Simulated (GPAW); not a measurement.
# CaO (Fm-3m): refractive index against wavelength

The refractive index of CaO (Fm-3m) below the direct gap (3.85 eV on the mesh) is read from one computed spectrum, n = √(Re ε).

It takes space group Fm-3m (No. 225, cubic). Conventional cell: a = 4.813 Å, b = 4.813 Å, c = 4.813 Å, α = 90.00°, β = 90.00°, γ = 90.00°. Ca on site a has 6 O at 2.41 Å as nearest neighbours. O on site b is surrounded by 6 Ca at 2.41 Å.

Method: GPAW 26.7.0, LDA, RPA, k-mesh 16×16×16, local fields up to 30 eV, Lorentzian half width 0.1 eV.

Launch of the response step: `OMP_NUM_THREADS=1 python df.py`. The run took 30 s, its band step included, on 1 thread of Arm Neoverse V2, on a shared host.

| wavelength (nm) | photon energy E (eV) | n |
| --- | --- | --- |
| 1310 | 0.946 | 1.9523 |
| 1064 | 1.165 | 1.9583 |
| 850 | 1.459 | ? |
| 700 | 1.771 | 1.9830 |
| 633 | 1.959 | 1.9935 |
| 532 | 2.331 | 2.0191 |
| 450 | 2.755 | 2.0591 |

In the single-oscillator model n² − 1 = E₀E_d/(E₀² − E²), so 1/(n² − 1) = E₀/E_d − E²/(E₀E_d) is linear in E².

Working, on the rows shown:

| x = E² (eV²) | y = 1/(n² − 1) |
| --- | --- |
| 0.895757 | 0.355685 |
| 1.35784 | 0.352741 |
| 3.13716 | 0.341031 |
| 3.83641 | 0.336243 |
| 5.43137 | 0.325017 |
| 7.59115 | 0.308652 |

Means: x̄ = 3.7083, ȳ = 0.33656. Σ(x − x̄)(y − ȳ) = -0.2227, Σ(x − x̄)² = 31.82. Slope = -0.2227 / 31.82 = -0.006997; intercept = ȳ − slope · x̄ = 0.36251. Turned back into n, the line misses the rows shown by at most 0.0019.

Predict the last column of the withheld row from the fit.

At x = 2.1276 the line gives y = 0.34762, that is 1.9689. The run gave 1.9687, so the interpolation is off by 0.00023, 0.2 % of the range in the table.

Refitted with all rows, the slope is -0.007001 and the intercept 0.36254. These give E₀ = √(intercept/−slope) = 7.20 eV and E_d = E₀/intercept = 19.8 eV; E₀ is 1.9 times the direct gap. The electronic limit at long wavelengths, without lattice vibrations, is n = √(1 + 1/intercept) = 1.939. Excitons are left out; LDA gaps are as a rule too small. The values come from a sum over the points of one k-mesh and carry its error, which grows as the direct gap shrinks. This version of GPAW has incomplete matrix elements in the optical limit, which can lower ε − 1 by up to a tenth where first-row anions or d states rule. The local-field cutoff holds few shells of reciprocal vectors for this small cell, so ε∞ can read a few per cent high.
